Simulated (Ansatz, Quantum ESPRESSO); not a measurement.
# Ba2C (Fm-3m): zone-centre phonons, part 3 of 3

Aim: the zone-centre modes of Ba2C (Fm-3m).

Quantum ESPRESSO 8.0 development, patched; DFT LDA, scalar-relativistic, plane waves, PseudoDojo norm-conserving pseudopotentials.

So far. Step 5 (Zone-centre response): The acoustic modes at Γ come out as far as 0.3 cm⁻¹ from zero, where they should vanish, a small numerical error. Step 6 (Zone-centre analysis): The rule moves no optical mode by more than 0.1 cm⁻¹.

The structure was built from a prototype and need not be the compound's stable phase.

**8. Cross-check with Ansatz**

The same cell goes through another code at the same cutoff. The files are of one family, but Ansatz's library holds files of its own making for some heavy elements, so those for Ba may differ. Its k mesh is centred on Γ.

This step: DFT LDA, scalar-relativistic, plane waves, norm-conserving pseudopotentials of its library (PseudoDojo's, some remade) (Ansatz 0.2.0).

input.yaml reads:

```yaml
crystal:
  lattice:
    - [-3.4228595526, 0.0, 3.4228595526]
    - [0.0, 3.4228595526, 3.4228595526]
    - [-3.4228595526, 3.4228595526, 0.0]
  atoms:
    - { symbol: Ba, position: [0.75, 0.75, 0.75] }
    - { symbol: Ba, position: [0.25, 0.25, 0.25] }
    - { symbol: C, position: [0.0, 0.0, 0.0] }
kpoints:
  mp_grid: { grid: [8, 8, 8] }
hamiltonian:
  xc: lda
  pseudopotentials: { kind: nc, accuracy: standard }
scf:
  occupations: { method: cold, width: 0.27211 }
output:
  eigenvalues: true
basis:
  ecutwfc: 1006.821
phonons:
  method: dfpt
```

On the command line:

```
ansatz run input.yaml --threads 4 --pin off --max-ram 8192MiB --backend cpu --events-out ev --progress --plain --runs-dir out
```

Output:

```text
Warning: basis.ecutwfc = 1006.821 eV is below the records' recommended 1115.666836 eV, and the density's cutoff is lower with it unless basis.ecutrho_ratio is high enough to keep the records' density cutoff: compare with a run at a higher cutoff
zone centre: on kpoints.mp_grid the ground state, and the responses unless they are solved on pairs of k-points, stand on 59 of the mesh's 512 k-points, reduced under 8 symmetry operations, with k and −k counted as one. Each operation leaves every solved displacement unchanged or reverses it
Engine: ansatz 0.2.0, aarch64-unknown-linux-gnu
Pseudopotentials: kind: nc
Pseudopotential: Ba, nc, valence charge 10, recommended cutoff 770 eV (normal), Ba.nc.azcp (PseudoDojo's, or run here from an input of PseudoDojo's; its table is named by hamiltonian.pseudopotentials.accuracy)
Pseudopotential: C, nc, valence charge 4, recommended cutoff 1115.666836 eV (normal), C.nc.azcp (PseudoDojo's, or run here from an input of PseudoDojo's; its table is named by hamiltonian.pseudopotentials.accuracy)
Functional definition: SPW92
  exchange = slater_x
  correlation = pw_c
Crystal: 3 atoms, lattice volume = 80.204 Å³
Basis set: ecut = 1006.821 eV, 5817 PW (Γ), exchange–correlation on 108×108×108 points (8 copies of the dense FFT grid, shifted against one another)
Bands: 16, of which v1, the nominal top of the filled ones, is band 12 counted from 1 (11 counted from 0)
Symmetry: 48 space group operations
k-points: 59 of 512 (irreducible under 8 space group operations, time reversal used)
Non-local potential: Ba, projectors of the file, l = 0: 2, l = 1: 2, l = 2: 2, l = 3: 2
Non-local potential: C, projectors of the file, l = 0: 2, l = 1: 2
Initial density: superposition of atomic densities (chi_scale 0.1, normalization cell, long waves kept (reshape's long-wave potential 0.00 eV rms))
Initial wavefunctions: pseudopotential atomic-orbital guess
Functional: x = slater, c = lda
SCF iter   1: F=—  HF=-1690.874815 eV  |F-HF|=—  |Δ(HF+E_count)|=         —  Δρ=3.23e-2  dr2=2.41e0  ethr=3.10e-3  ⟨swp⟩=10.7  Hψ=7622  notcnv=0
preconditioner: auto → none  [insulator: Δε(μ)=0.517 eV  Ē_g=11.055 eV  σ=0.272 eV  W_gap=0.84  n_scr=14 (ndim 8)  ℏωp=18.5 eV  f_vac=0.000  D(μ)=-0.00/eV (n_scr^D=0)  ε∞_Penn≈3.8]
SCF iter   2: F=—  HF=-1691.540158 eV  |F-HF|=—  |Δ(HF+E_count)|=   5.24e-1  S|Δr|=   1.71e-1  Δρ=6.51e-2  dr2=6.90e0  ethr=3.10e-3  ⟨swp⟩=5.1  Hψ=2890  notcnv=0  recentre
SCF iter   3: F=—  HF=-1690.604217 eV  |F-HF|=—  |Δ(HF+E_count)|=   9.36e-1  S|Δr|=    0.00e0  Δρ=1.42e-2  dr2=3.57e-1  ethr=3.10e-3  ⟨swp⟩=3.4  Hψ=2150  notcnv=2
SCF iter   4: F=—  HF=-1690.526645 eV  |F-HF|=—  |Δ(HF+E_count)|=   7.76e-2  S|Δr|=    0.00e0  Δρ=2.14e-3  dr2=5.55e-3  ethr=1.49e-3  ⟨swp⟩=1.4  Hψ=1355  notcnv=0
SCF iter   5: F=—  HF=-1690.525163 eV  |F-HF|=—  |Δ(HF+E_count)|=   1.48e-3  S|Δr|=    0.00e0  Δρ=7.00e-4  dr2=2.42e-4  ethr=2.31e-5  ⟨swp⟩=3.0  Hψ=1774  notcnv=0
SCF iter   6: F=—  HF=-1690.525238 eV  |F-HF|=—  |Δ(HF+E_count)|=   7.48e-5  S|Δr|=    0.00e0  Δρ=1.83e-4  dr2=6.08e-5  ethr=1.01e-6  ⟨swp⟩=3.0  Hψ=1604  notcnv=0
SCF iter   7: F=—  HF=-1690.525225 eV  |F-HF|=—  |Δ(HF+E_count)|=   1.29e-5  S|Δr|=    0.00e0  Δρ=8.47e-5  dr2=1.02e-5  ethr=2.53e-7  ⟨swp⟩=1.1  Hψ=957  notcnv=0
SCF iter   8: F=—  HF=-1690.525219 eV  |F-HF|=—  |Δ(HF+E_count)|=   5.34e-6  S|Δr|=    0.00e0  Δρ=1.71e-5  dr2=3.39e-7  ethr=4.27e-8  ⟨swp⟩=1.4  Hψ=1002  notcnv=0
SCF iter   9: F=—  HF=-1690.525202 eV  |F-HF|=—  |Δ(HF+E_count)|=   1.78e-5  S|Δr|=    0.00e0  Δρ=2.05e-6  dr2=2.34e-9  ethr=1.41e-9  ⟨swp⟩=3.5  Hψ=1943  notcnv=0
SCF iter  10: F=—  HF=-1690.525202 eV  |F-HF|=—  |Δ(HF+E_count)|=  2.48e-10  S|Δr|=    0.00e0  Δρ=2.40e-7  dr2=3.60e-11  ethr=9.74e-12  ⟨swp⟩=3.0  Hψ=1710  notcnv=0
SCF iter  11: F=-1690.525202 eV  HF=-1690.525202 eV  |F-HF|=1.36e-12  |Δ(HF+E_count)|=  1.00e-11  S|Δr|=    0.00e0  Δρ=4.96e-8  dr2=2.43e-12  ethr=1.00e-12  ⟨swp⟩=13.5  Hψ=7891  notcnv=0
SCF 1 converged in 11 iterations: F = -1690.525202 eV  dr2 = 2.43e-12
DFPT response loops at Γ: preconditioner auto → Kerker (q_TF=auto, 2.231 Å⁻¹) (partly filled bands, converged f_vac=0.000); β = 1.00, the filter's whole step (`scf.mixing.beta` (0.50) is not read by the response loops under this deck's `scf.mixing.preconditioner`; to damp them name `kerker` or `kerker_dos`, under which they read `scf.mixing.beta`, and type it under 1.00, their step now; both keys bind the ground state too); Broyden in place of MSR1
SCF converged after 11 iterations
Stability not checked: this state was not tested for a lower state beside it, because cold or Methfessel-Paxton smearing, or corrected tetrahedra, fill the levels in a way that the test cannot read (fill_not_monotonic; see scf.lower_state_search)
Free energy (F): -1690.525202 eV
Harris-Foulkes:  -1690.525202 eV  (|F-HF|=1.36e-12)
Internal energy: -1690.593889 eV  (E = F + TS)
E sigma→0 (E₀):  -1690.548098 eV
Entropy (-TS):   0.068688 eV (22.896 meV/atom)
Fermi energy:    10.140703 eV
--- Per-component energies (eV) ---
  E_band       = -43.663827
  E_kinetic    = 465.242947
  E_local      = -719.460820  (includes V_loc(G=0)·N_el)
  E_nonlocal   = 211.412342
  E_hartree    = 173.775403
  E_xc         = -415.840562
  E_vxc        = -348.409096  (∫ρ·V_xc dr)
  E_ewald      = -1405.723200
  E_smearing   = 0.068688  (= −TS)
  E_closure    = 0.000000  (closes the sum)
  Σ components = -1690.525202   (vs F -1690.525202, Δ=0.00e0)
--- Band table (eV; the first three rows and the last of 59) ---
  k-point 0: bands = [... 8 lower, 2.2463, 8.1523, 8.1523, 8.1523, 10.3968, 10.3968, 10.4289, 14.7258]
  k-point 1: bands = [... 8 lower, 2.3852, 8.1826, 8.2925, 8.2925, 10.6354, 10.6354, 10.9479, 14.1212]
  k-point 2: bands = [... 8 lower, 2.6623, 8.5288, 8.6792, 8.6792, 11.2987, 11.2987, 11.8883, 13.3952]
  k-point 58: bands = [... 8 lower, 2.7684, 8.5795, 10.0823, 10.3369, 10.3369, 11.3884, 12.0763, 14.4678]
--- Phonons (Γ-DFPT): 2 representative perturbations + reference, on 59 of 512 k-points (Σ response iterations 6) ---
  k mesh reduced under 8 symmetry operations, with k and −k counted as one. Each operation leaves every solved displacement unchanged or reverses it
  ASR residual: 7.516e-5 → 0.000e0 eV/Å²; symmetrization residual: 3.899e-8 eV/Å²
  ASR residual per site (eV/Å²): 1.58e-5 1.58e-5 7.52e-5
  Γ frequencies (cm⁻¹): 0.00 0.00 0.00 65.17 65.17 65.17 228.09 228.09 228.09
  non-analytic LO–TO correction: not included (Born effective charges unavailable; polar crystals: no LO–TO splitting at Γ)
```

It took 23 s on 4 threads of Arm Neoverse V2, shared host; peak memory 1.4 GiB.

Numbers from this step:

```
sum-rule residual before enforcement             : 7.52e-5 eV/Å²
highest optical zone-centre mode (no LO-TO term) : 228.1 cm⁻¹
lowest optical zone-centre mode                  : 65.17 cm⁻¹
```

**9. Side by side: QE PseudoDojo and Ansatz, library NC**

Worked out from the results:

- root-mean-square difference: 9.72 cm⁻¹
- largest difference: 12.6 cm⁻¹

Optical modes, paired by symmetry label. Frequencies side by side, by row:

```tsv
q (reciprocal lattice)	mode	QE PseudoDojo (cm⁻¹)	Ansatz, library NC (cm⁻¹)
0 0 0	4	70.7	65.2
0 0 0	5	70.7	65.2
0 0 0	6	70.7	65.2
0 0 0	7	240.7	228.1
0 0 0	8	240.7	228.1
0 0 0	9	240.7	228.1
```

At the zone centre the largest difference (acoustic modes at Γ apart) is 5 % of the highest mode.

**10. Summary of results**

| Item | Value |
| --- | --- |
| space group after relaxation | Fm-3m |
| volume per atom | 26.7 Å³ |
| highest optical zone-centre mode (no LO-TO term) | 240.7 cm⁻¹ |
| lowest optical zone-centre mode | 70.7 cm⁻¹ |
| imaginary optical modes at the zone centre (no q mesh in this session) | none |
| largest difference from Ansatz, library NC | 12.6 cm⁻¹ |

**Reading.** At the LDA level the optical modes of Ba2C (Fm-3m) at the zone centre run from 71 to 241 cm⁻¹. The relaxation gained more than 0.3 eV an atom, so the start was far from this structure and its bonding may have changed. Of the 6 optical modes, 3 are Raman active alone and 3 are infrared active alone; inversion symmetry keeps the two sets apart. QE PseudoDojo and Ansatz, library NC differ by 9.7 cm⁻¹ in the root mean square and by 12.6 cm⁻¹ at most, 5.2 % of the highest mode compared (acoustic modes at Γ left out); the two use different potentials, and the cell was not relaxed for the second set. These are harmonic frequencies at zero temperature: anharmonic shifts and linewidths and thermal expansion are left out. Spin-orbit coupling is left out, which can matter for the heavy elements here. In a metal the frequencies hang on the k mesh and the smearing, most of all near Kohn anomalies. The relaxation ran at 74 Ry, under the 82 Ry recommended for these files; the stress of so short a basis can leave the cell about one per cent too small. Ansatz warns that the cutoff lies 10 % under the one recommended for these files; agreement at one cutoff is not convergence. The total energies of the two programs lie far apart, so at least one potential file in Ansatz's library differs from the published one read by the first program. The build is a development version in which the Raman tensors of release 7.5 are mended; dynmat.x leaves out the electro-optic term of LO lines. The structure is a hypothetical one, built on a prototype.

[Host names and launcher messages were left out of these logs when they were recorded.]

[Logs are printed without paths, hosts, clocks, repeated set-up lines and the standing remarks that a program may print on its own settings, such as how far it seeks lower states.]

[Hosts, paths, dates, database ids (printed as entryN), source tags and the programs' standing remarks are cut or masked in the printed files.]
